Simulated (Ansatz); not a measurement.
G0W0 rungs for CdS (Greenockite).

```
Cd S
1.0
     4.13700    0.00000    0.00000
    -2.06850    3.58275    0.00000
     0.00000    0.00000    6.71440
Cd S
2 2
Direct
  0.66667 0.33333 0.00000
  0.33333 0.66667 0.50000
  0.66667 0.33333 0.37500
  0.33333 0.66667 0.87500
```

The cell and positions come from the Crystallography Open Database and are kept as given unless a step says otherwise. PAW set soft_2, made with PBE.

Runs so far (Ansatz 0.2.0, start PBE, default PAW files, 6×6×2 mesh). Times are wall times on 1 × NVIDIA H100 80GB HBM3 (shared by 6 runs) with 3 threads of AMD EPYC 7R13 (Zen 3), shared host, good to a factor of about two.

| bands summed | cutoff (eV) | gap on the mesh (eV) | time |
| --- | --- | --- | --- |
| 131 | 60 | 1.905 | 12 s |
| 323 | 120 | 1.981 | 30 s |

What should the next rung give, with 665 bands and screening to 200 eV, and where is the limit?

The error falls about as one over the bands when the cutoff rises with them. A line through the two highest rungs given predicts 2.008 eV; the run gave 2.020 eV, close to it. The two highest rungs put the limit near 2.057 eV, the pair below near 2.034 eV; their difference is a rough measure of what is unsettled in bands and cutoff; the mesh is a separate error.

Gaps are over the mesh's points; an edge off the mesh would be missed. Limits: not at the basis limit; no spin-orbit coupling; coarse k mesh.

[Paths, hosts, dates, memory and timing lines, banners, echoed tables and standing remarks are left out of the program output.]

[Logs are printed without paths, hosts, clocks, repeated set-up lines and the standing remarks that a program may print on its own settings, such as how far it seeks lower states.]

[Runs of the session that timed out or met a known fault of the program may be left out.]

[Cells called generated may have been cut or substituted from an entry of the Crystallography Open Database or the Materials Project.]

[Hosts, paths, dates, database ids (printed as entryN), source tags and the programs' standing remarks are cut or masked in the printed files.]
